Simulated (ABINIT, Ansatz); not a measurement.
**TiNF (Pmmn): G0W0 on several meshes in ABINIT**

Wanted: mesh dependence and cost of G0W0 for TiNF (Pmmn).

Main program and level: ABINIT 10.8.3; LDA and many-body steps on it, plane waves.

## 1. The starting structure

It takes space group Pmmn (No. 59, orthorhombic). Conventional cell: a = 3.062 Å, b = 3.964 Å, c = 7.871 Å, α = 90.00°, β = 90.00°, γ = 90.00°. Ti has 4 N at 2.01 Å and 2 F at 2.04 Å nearest. Nearest to N lie 4 Ti at 2.01 Å. F has 2 Ti at 2.04 Å nearest. Farther neighbours and most contacts between anions are not listed.

As a file:

```cif
data_structure
_symmetry_space_group_name_H-M 'P 1'
_symmetry_Int_Tables_number 1
_cell_length_a 3.0620
_cell_length_b 3.9644
_cell_length_c 7.8708
_cell_angle_alpha 90.000
_cell_angle_beta 90.000
_cell_angle_gamma 90.000
_cell_volume 95.54
loop_
_atom_site_label
_atom_site_type_symbol
_atom_site_fract_x
_atom_site_fract_y
_atom_site_fract_z
_atom_site_occupancy
Ti1 Ti 0.50000 0.00000 0.89591 1
Ti2 Ti 0.00000 0.50000 0.10409 1
N3 N 0.50000 0.50000 0.93932 1
N4 N 0.00000 0.00000 0.06068 1
F5 F 0.00000 0.00000 0.72462 1
F6 F 0.50000 0.50000 0.27538 1
```

The cell and positions are those that the Materials Project relaxed with its own functionals (PBE, PBE+U or r2SCAN), kept fixed.

## 2. Empty states on the mesh, 4×2×1 mesh, 195 bands

This step: ABINIT 10.8.3; DFT, LDA, plane waves, norm-conserving pseudopotentials.

The sums over transitions need many empty states on a uniform mesh; this step solves for them.

Input file run.abi:

```
acell 3*1.0 Angstrom
rprim 
  3.062004000000 0.000000000000 0.000000000000
  0.000000000000 3.964387000000 0.000000000000
  0.000000000000 0.000000000000 7.870826000000
ntypat 3
znucl 22 7 9
natom 6
typat 1 1 2 2 3 3
xred 
  0.500000000000 0.000000000000 0.895914000000
  0.000000000000 0.500000000000 0.104086000000
  0.500000000000 0.500000000000 0.939316000000
  0.000000000000 0.000000000000 0.060684000000
  0.000000000000 0.000000000000 0.724624000000
  0.500000000000 0.500000000000 0.275376000000
pp_dirpath "pseudos"
pseudos "Ti.upf, N.upf, F.upf"
ecut 38
ngkpt 4 2 1
nshiftk 1
shiftk 0 0 0
kptopt 1
chksymbreak 0
iscf -2
irdden 1
istwfk *1
nband 195
nbdbuf 16
tolwfr 1e-09
nstep 60
prtvol 0
indata_prefix "in"
outdata_prefix "out"
tmpdata_prefix "tmp"
```

The run is started by

```
OMP_NUM_THREADS=1 mpirun -n 4 abinit run.abi > log
```

Numbers of over 12 decimals in the logs are rounded to 6 here.

The log of the run:

```text
.Version 10.8.3 of ABINIT. v10.8.2 released Aug 2026.

 Symmetries : space group Pm m n (# 59); Bravais oP (primitive ortho.)
[... echo of the input left out ...]
== DATASET  1 ==================================================================
-   mpi_nproc: 4, omp_nthreads: 1 (-1 if OMP is not activated)

--- !DatasetInfo
iteration_state: {dtset: 1, }
dimensions: {natom: 6, nkpt: 6, mband: 195, nsppol: 1, nspinor: 1, nspden: 1, mpw: 7264, }
cutoff_energies: {ecut:  38.0, pawecutdg:  -1.0, }
[...]
2.80370    2.81798    2.82777    2.82933    2.83590    2.85878    2.88026    2.88722
   2.89102    2.90353    2.91908    2.92041    2.92081    2.92178    2.94130    2.96033
   2.96866    2.97509    2.97854
 prteigrs : prtvol=0 or 1, do not print more k-points.

== END DATASET(S) ==============================================================
================================================================================

 -outvars: echo values of variables after computation  --------
            nband         195
             nkpt           6
          spgroup          59
 [... the other variables as echoed above ...]

 Calculation completed.
```

Elapsed: 2.3 min, on 4 MPI ranks of Arm Neoverse V1, shared host; peak memory 0.47 GiB; 9 min of CPU time.

This step gave:

| Quantity | Value |
| --- | --- |
| gap | 0.6504 eV |
| k of the valence top | 0, 0, 0 |
| k of the conduction bottom | 0, 0, 0 |
| least direct gap | 0.6504 eV |
| k points computed | 6 |
| lowest point of the top converged band, above the valence top | 73.1271 eV |

On this mesh the gap is 0.650 eV.

The density comes from a self-consistent run that is not shown.

## 3. Screening, 4×2×1 mesh, 87 bands, screening to 114.3 eV

The RPA dielectric matrix is built and inverted for each q.

This step: RPA screening on LDA, plane waves, norm-conserving pseudopotentials.

Changes to run.abi since step 2:

```diff
@@ -24,10 +24,11 @@
 chksymbreak 0
-iscf -2
-irdden 1
 istwfk *1
-nband 195
-nbdbuf 16
-tolwfr 1e-09
-nstep 60
-prtvol 0
+occopt 1
+irdwfk 1
+optdriver 3
+nband 87
+ecuteps 4.2
+inclvkb 2
+awtr 1
+symchi 1
 indata_prefix "in"
```

The log of the run:

```text
.Version 10.8.3 of ABINIT. v10.8.2 released Aug 2026.

 Symmetries : space group Pm m n (# 59); Bravais oP (primitive ortho.)
[... echo of the input left out ...]
== DATASET  1 ==================================================================
-   mpi_nproc: 4, omp_nthreads: 1 (-1 if OMP is not activated)

--- !DatasetInfo
iteration_state: {dtset: 1, }
dimensions: {natom: 6, nkpt: 6, mband: 87, nsppol: 1, nspinor: 1, nspden: 1, mpw: 7264, }
cutoff_energies: {ecut:  38.0, pawecutdg:  -1.0, }
electrons: {nelect:   4.80000000E+01, charge:   0.00000000E+00, occopt:   1.00000000E+00, tsmear:   1.00000000E-02, }

 SCREENING: Calculation of the susceptibility and dielectric matrices

 Based on a program developped by R.W. Godby, V. Olevano, G. Onida, and L. Reining.
 Incorporated in ABINIT by V. Olevano, G.-M. Rignanese, and M. Torrent.
.Using double precision arithmetic ; gwpc =  8

[... cell and pseudopotentials left out ...]
--------------------------------------------------------------------------------

 ==== K-mesh for the wavefunctions ====
 Number of points in the irreducible wedge :     6
[... list of points left out ...]
 Together with  8 symmetry operations and time-reversal symmetry
 yields     8 points in the full Brillouin Zone.

 ==== Q-mesh for the screening function ====
 Number of points in the irreducible wedge :     6
[... list of points left out ...]
 Together with  8 symmetry operations and time-reversal symmetry
 yields     8 points in the full Brillouin Zone.

 setmesh: FFT mesh size selected  =    24x   30x   60
          total number of points  =        43200

 vcoul_init : cutoff-mode = AUXILIARY_FUNCTION
 q-points for optical limit:   1
     1)      0.000010    0.000020    0.000030

- screening: taking advantage of time-reversal symmetry
- Maximum band index for partially occupied states nbvw = 24
- Remaining bands to be divided among processors   nbcw = 63
- Number of bands treated by each node ~15

 Number of electrons calculated from density =   48.0000; Expected =   48.0000
 average of density, n =  0.074446
 r_s =    1.4747
 omega_plasma =   26.3195 [eV]

 calculating chi0 at frequencies [eV] :
  1    0.000000E+00    0.000000E+00
  2    0.000000E+00    2.631945E+01

--------------------------------------------------------------------------------
  q-point number  1        q = ( 0.000000, 0.000000, 0.000000) [r.l.u.]
--------------------------------------------------------------------------------
[... chi0 elements left out ...]
 For q-point:  0.000010 0.000020 0.000030
  dielectric constant =  12.1437
  dielectric constant without local fields =  13.2428

  Average fulfillment of the sum rule on Im[epsilon] for q-point    1 :     46.08  [%]
[... wings left out ...]
  q-point number  2        q = ( 0.250000, 0.000000, 0.000000) [r.l.u.]
--------------------------------------------------------------------------------
[... chi0 elements left out ...]
  Average fulfillment of the sum rule on Im[epsilon] for q-point    2 :     52.13  [%]

 [... 4 further q-points ...]
```

The job ended after 30 s (4 MPI ranks; peak memory 1.2 GiB).

This step gave:

```
ε∞ with local fields, on this mesh, along the program's q direction : 12.14
the same without local fields                                       : 13.24
plasma frequency                                                    : 26.32 eV
plane waves in the screening matrix                                 : 283
```

Local fields lower ε∞ by 8 %. On a Γ-centred mesh this coarse the value itself is usually too large, while a short band sum pulls it down.

## 4. 4×2×1

The self-energy is evaluated for the states that the input lists, and the levels follow from it, in one-shot runs by the linearised quasiparticle equation.

This step: G0W0 on LDA, plane waves, norm-conserving pseudopotentials.

Changes to run.abi since step 3:

```diff
@@ -27,8 +27,15 @@
 irdwfk 1
-optdriver 3
+optdriver 4
 nband 87
+gwcalctyp 0
+ecutsigx 38
+symsigma 1
+nkptgw 1
+kptgw 
+  0.0000000000 0.0000000000 0.0000000000
+bdgw 
+  23 26
 ecuteps 4.2
-inclvkb 2
-awtr 1
-symchi 1
+irdscr 1
+ppmodel 1
 indata_prefix "in"
```

The log of the run:

```text
.Version 10.8.3 of ABINIT. v10.8.2 released Aug 2026.

 Symmetries : space group Pm m n (# 59); Bravais oP (primitive ortho.)
[... echo of the input left out ...]
== DATASET  1 ==================================================================
-   mpi_nproc: 4, omp_nthreads: 1 (-1 if OMP is not activated)

--- !DatasetInfo
iteration_state: {dtset: 1, }
dimensions: {natom: 6, nkpt: 6, mband: 87, nsppol: 1, nspinor: 1, nspden: 1, mpw: 7264, }
cutoff_energies: {ecut:  38.0, pawecutdg:  -1.0, }
electrons: {nelect:   4.80000000E+01, charge:   0.00000000E+00, occopt:   1.00000000E+00, tsmear:   1.00000000E-02, }

 SIGMA: Calculation of the GW corrections

 Based on a program developped by R.W. Godby, V. Olevano, G. Onida, and L. Reining.
 Incorporated in ABINIT by V. Olevano, G.-M. Rignanese, and M. Torrent.
.Using double precision arithmetic ; gwpc =  8

[... cell and pseudopotentials left out ...]
--------------------------------------------------------------------------------

 ==== K-mesh for the wavefunctions ====
 Number of points in the irreducible wedge :     6
[... list of points left out ...]
 Together with  8 symmetry operations and time-reversal symmetry
 yields     8 points in the full Brillouin Zone.

 ==== Q-mesh for screening function ====
 Number of points in the irreducible wedge :     6
[... list of points left out ...]
 Together with  8 symmetry operations and time-reversal symmetry
 yields     8 points in the full Brillouin Zone.

 vcoul_init : cutoff-mode = AUXILIARY_FUNCTION
 q-points for optical limit:   1
     1)      0.000010    0.000020    0.000030
 setmesh: FFT mesh size selected  =    40x   48x   90
          total number of points  =       172800

 Number of electrons calculated from density =   48.0000; Expected =   48.0000
 average of density, n =  0.074446
 r_s =    1.4747
 omega_plasma =   26.3195 [eV]

 === KS Band Gaps ===
  >>>> For spin  1
   Minimum direct gap =   0.6503 [eV], located at k-point      :   0.0000  0.0000  0.0000
   Fundamental gap    =   0.6503 [eV], Top of valence bands at :   0.0000  0.0000  0.0000
                                       Bottom of conduction at :   0.0000  0.0000  0.0000
 SIGMA fundamental parameters:
 PLASMON POLE MODEL  1
 number of plane-waves for SigmaX                 7201
 number of plane-waves for SigmaC and W            283
 number of plane-waves for wavefunctions          7201
 number of bands                                    87
 number of independent spin polarizations            1
 number of spinorial components                      1
 number of k-points in IBZ                           6
 number of q-points in IBZ                           6
 number of symmetry operations                       8
 number of k-points in BZ                            8
 number of q-points in BZ                            8
 number of frequencies for dSigma/dE                 9
 frequency step for dSigma/dE [eV]                0.25
 number of omega for Sigma on real axis              0
 max omega for Sigma on real axis  [eV]           0.00
 zcut for avoiding poles [eV]                     0.10

 EPSILON^-1 parameters (SCR file):
 dimension of the eps^-1 matrix on file            283
 dimension of the eps^-1 matrix used               283
 number of plane-waves for wavefunctions          7201
 number of bands                                    87
 number of q-points in IBZ                           6
 number of frequencies                               2
 number of real frequencies                          1
 number of imag frequencies                          1

 matrix elements of self-energy operator (all in [eV])

 Perturbative Calculation

--- !SelfEnergy_ee
iteration_state: {dtset: 1, }
kpoint     : [   0.000,    0.000,    0.000, ]
spin       : 1
KS_gap     :    0.650
QP_gap     :    1.690
Delta_QP_KS:    1.040
data: !SigmaeeData |
     Band     E0 <VxcDFT>   SigX SigC(E0)      Z dSigC/dE  Sig(E)    E-E0       E
       23   0.845 -18.918 -21.915   3.737   0.745  -0.341 -18.366   0.552   1.396
       24   2.090 -18.198 -20.429   3.139   0.746  -0.341 -17.520   0.677   2.768
       25   2.741 -19.714 -12.313  -5.100   0.746  -0.340 -17.997   1.717   4.458
       26   3.491 -20.364 -12.138  -5.810   0.738  -0.354 -18.580   1.784   5.275

== END DATASET(S) ==============================================================
================================================================================

 -outvars: echo values of variables after computation  --------
           etotal      0.0000000000E+00
            nband          87
             nkpt           6
          spgroup          59
 [... the other variables as echoed above ...]

 Calculation completed.
```

It took 6.8 s on 4 MPI ranks; peak memory 0.8 GiB.

Numbers from this step:

| Item | Value |
| --- | --- |
| G0W0 gap on the points computed | 1.690 eV |
| starting gap on the mesh | 0.6504 eV |
| k of the valence top | 0, 0, 0 |
| k of the conduction bottom | 0, 0, 0 |
| Z at the valence top | 0.746 |
| Z at the conduction bottom | 0.746 |
| least direct G0W0 gap on the computed points | 1.690 eV |

The gap on the mesh goes from 0.65 eV to 1.69 eV, a correction of +1.04 eV.

## 5. Empty states on the mesh, 2×2×1 mesh, 95 bands

This step: DFT, LDA, plane waves, norm-conserving pseudopotentials.

Changes to run.abi since step 4:

```diff
@@ -19,3 +19,3 @@
 ecut 38
-ngkpt 4 2 1
+ngkpt 2 2 1
 nshiftk 1
@@ -24,18 +24,10 @@
 chksymbreak 0
+iscf -2
+irdden 1
 istwfk *1
-occopt 1
-irdwfk 1
-optdriver 4
-nband 87
-gwcalctyp 0
-ecutsigx 38
-symsigma 1
-nkptgw 1
-kptgw 
-  0.0000000000 0.0000000000 0.0000000000
-bdgw 
-  23 26
-ecuteps 4.2
-irdscr 1
-ppmodel 1
+nband 95
+nbdbuf 8
+tolwfr 1e-09
+nstep 60
+prtvol 0
 indata_prefix "in"
```

The log of the run:

```text
.Version 10.8.3 of ABINIT. v10.8.2 released Aug 2026.

 Symmetries : space group Pm m n (# 59); Bravais oP (primitive ortho.)
[... echo of the input left out ...]
== DATASET  1 ==================================================================
-   mpi_nproc: 4, omp_nthreads: 1 (-1 if OMP is not activated)

--- !DatasetInfo
iteration_state: {dtset: 1, }
dimensions: {natom: 6, nkpt: 4, mband: 95, nsppol: 1, nspinor: 1, nspden: 1, mpw: 7264, }
cutoff_energies: {ecut:  38.0, pawecutdg:  -1.0, }
[...]
1.26111    1.27650    1.30124    1.30799    1.30975    1.31973    1.32887    1.34797
   1.37012    1.37310    1.38742    1.38906    1.40058    1.47756    1.48326    1.51377
   1.52754    1.55478    1.55552    1.58234    1.59620    1.61795    1.62273
 prteigrs : prtvol=0 or 1, do not print more k-points.

== END DATASET(S) ==============================================================
================================================================================

 -outvars: echo values of variables after computation  --------
            nband          95
             nkpt           4
          spgroup          59
 [... the other variables as echoed above ...]

 Calculation completed.
```

Run time: 28 s. Hardware: 4 MPI ranks; peak memory 0.36 GiB.

Numbers from this step:

```
gap                                                           : 0.6504 eV
k of the valence top                                          : 0, 0, 0
k of the conduction bottom                                    : 0, 0, 0
least direct gap                                              : 0.6504 eV
k points computed                                             : 4
lowest point of the top converged band, above the valence top : 37.71 eV
```

On this mesh the gap is 0.650 eV.

## 6. Screening, 2×2×1 mesh, 87 bands, screening to 114.3 eV

This step: RPA screening on LDA, plane waves, norm-conserving pseudopotentials.

Changes to run.abi since step 5:

```diff
@@ -24,10 +24,11 @@
 chksymbreak 0
-iscf -2
-irdden 1
 istwfk *1
-nband 95
-nbdbuf 8
-tolwfr 1e-09
-nstep 60
-prtvol 0
+occopt 1
+irdwfk 1
+optdriver 3
+nband 87
+ecuteps 4.2
+inclvkb 2
+awtr 1
+symchi 1
 indata_prefix "in"
```

The log of the run:

```text
.Version 10.8.3 of ABINIT. v10.8.2 released Aug 2026.

 Symmetries : space group Pm m n (# 59); Bravais oP (primitive ortho.)
[... echo of the input left out ...]
== DATASET  1 ==================================================================
-   mpi_nproc: 4, omp_nthreads: 1 (-1 if OMP is not activated)

--- !DatasetInfo
iteration_state: {dtset: 1, }
dimensions: {natom: 6, nkpt: 4, mband: 87, nsppol: 1, nspinor: 1, nspden: 1, mpw: 7264, }
cutoff_energies: {ecut:  38.0, pawecutdg:  -1.0, }
electrons: {nelect:   4.80000000E+01, charge:   0.00000000E+00, occopt:   1.00000000E+00, tsmear:   1.00000000E-02, }

 SCREENING: Calculation of the susceptibility and dielectric matrices

 Based on a program developped by R.W. Godby, V. Olevano, G. Onida, and L. Reining.
 Incorporated in ABINIT by V. Olevano, G.-M. Rignanese, and M. Torrent.
.Using double precision arithmetic ; gwpc =  8

[... cell and pseudopotentials left out ...]
--------------------------------------------------------------------------------

 ==== K-mesh for the wavefunctions ====
 Number of points in the irreducible wedge :     4
[... list of points left out ...]
 Together with  8 symmetry operations and time-reversal symmetry
 yields     4 points in the full Brillouin Zone.

 ==== Q-mesh for the screening function ====
 Number of points in the irreducible wedge :     4
[... list of points left out ...]
 Together with  8 symmetry operations and time-reversal symmetry
 yields     4 points in the full Brillouin Zone.

 setmesh: FFT mesh size selected  =    24x   30x   60
          total number of points  =        43200

 vcoul_init : cutoff-mode = AUXILIARY_FUNCTION
 q-points for optical limit:   1
     1)      0.000010    0.000020    0.000030

- screening: taking advantage of time-reversal symmetry
- Maximum band index for partially occupied states nbvw = 24
- Remaining bands to be divided among processors   nbcw = 63
- Number of bands treated by each node ~15

 Number of electrons calculated from density =   48.0000; Expected =   48.0000
 average of density, n =  0.074446
 r_s =    1.4747
 omega_plasma =   26.3195 [eV]

 calculating chi0 at frequencies [eV] :
  1    0.000000E+00    0.000000E+00
  2    0.000000E+00    2.631945E+01

--------------------------------------------------------------------------------
  q-point number  1        q = ( 0.000000, 0.000000, 0.000000) [r.l.u.]
--------------------------------------------------------------------------------
[... chi0 elements left out ...]
 For q-point:  0.000010 0.000020 0.000030
  dielectric constant =  19.8165
  dielectric constant without local fields =  21.7332

  Average fulfillment of the sum rule on Im[epsilon] for q-point    1 :     46.14  [%]
[... wings left out ...]
  q-point number  2        q = ( 0.500000, 0.000000, 0.000000) [r.l.u.]
--------------------------------------------------------------------------------
[... chi0 elements left out ...]
  Average fulfillment of the sum rule on Im[epsilon] for q-point    2 :     45.81  [%]

 [... 2 further q-points ...]
```

The job ended after 16 s (4 MPI ranks; peak memory 0.9 GiB; 65 s of CPU time).

This step gave:

```
ε∞ with local fields, on this mesh, along the program's q direction : 19.82
the same without local fields                                       : 21.73
plasma frequency                                                    : 26.32 eV
plane waves in the screening matrix                                 : 283
```

[end of part 1 of 2]

[Paths, hosts, dates, memory and timing lines, banners, echoed tables and standing remarks are left out of the program output.]

[Logs are printed without paths, hosts, clocks, repeated set-up lines and the standing remarks that a program may print on its own settings, such as how far it seeks lower states.]

[Runs of the session that timed out or met a known fault of the program may be left out.]

[Hosts, paths, dates, database ids (printed as entryN), source tags and the programs' standing remarks are cut or masked in the printed files.]

[G0W0 gaps are taken among the corrected bands and points alone; a level outside them can change the order at an edge.]

[Where Ansatz stands beside ABINIT at settings called matched, ABINIT's density can come from a denser mesh and the files from another edition; pairs whose starting gaps differed by over 0.03 eV were left out, so agreement reads better than it is.]
